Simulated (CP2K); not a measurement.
Consider dihydrogen phosphate at its PBE geometry (Å).

```xyz
7

O    -0.3125    1.3301   -0.4152
P    -0.3388   -0.2929    0.0002
O     1.2634   -0.5189    0.4174
O    -0.5855   -1.0703   -1.2529
O    -1.1429   -0.4209    1.2541
H    -0.5745    1.7935    0.3992
H     1.6908   -0.8207   -0.4027
```

Method: CP2K XAS_TDP, all-electron GAPW, PBEh(45%), aug-cc-pVDZ, TDA, GW2X-corrected core level, ZORA, spin–orbit coupling.

Q: Where do the P L₂,₃-edge lines lie, and how strong are they?

Leading lines: P2 137.62 eV. The leading line of an atom is its first one with 35 % of the strongest within 2.5 eV of its lowest line over the strength cut. Core ionisation energies at this level: P2 135.94/135.94/136.75 eV; the 2p½ level lies 0.81 eV above the 2p3/2 pair.

The first six lines of each atom with a strength over 0.0003:

| atom | energy (eV) | states | strength, one atom | above the computed threshold |
| --- | --- | --- | --- | --- |
| P2 (bonded to 4 O) | 137.62 | 3 | 0.0025 | yes |
|  | 138.44 | 3 | 0.0012 | yes |
|  | 139.25 | 3 | 0.0027 | yes |
|  | 139.65 | 3 | 0.0072 | yes |
|  | 140.06 | 3 | 0.0022 | yes |
|  | 140.40 | 3 | 0.0006 | yes |

Lines are vertical, at one geometry, with no vibrational structure. GW2X ionisation energies and lines can be off by 1 to 2 eV either way, and a good line position may hide errors that cancel. Rydberg lines, and the discretised continuum above threshold, depend on the basis and the box. The ion (charge -1) is isolated, with no counter-ion or solvent. In an isolated anion many lines lie above the ionisation threshold and are held only by the finite basis.

[Banner, clock and machine lines of the logs are left out without a mark of their own.]

[Logs are printed without paths, hosts, clocks, repeated set-up lines and the standing remarks that a program may print on its own settings, such as how far it seeks lower states.]

[Hosts, paths, dates, database ids (printed as entryN), source tags and the programs' standing remarks are cut or masked in the printed files.]
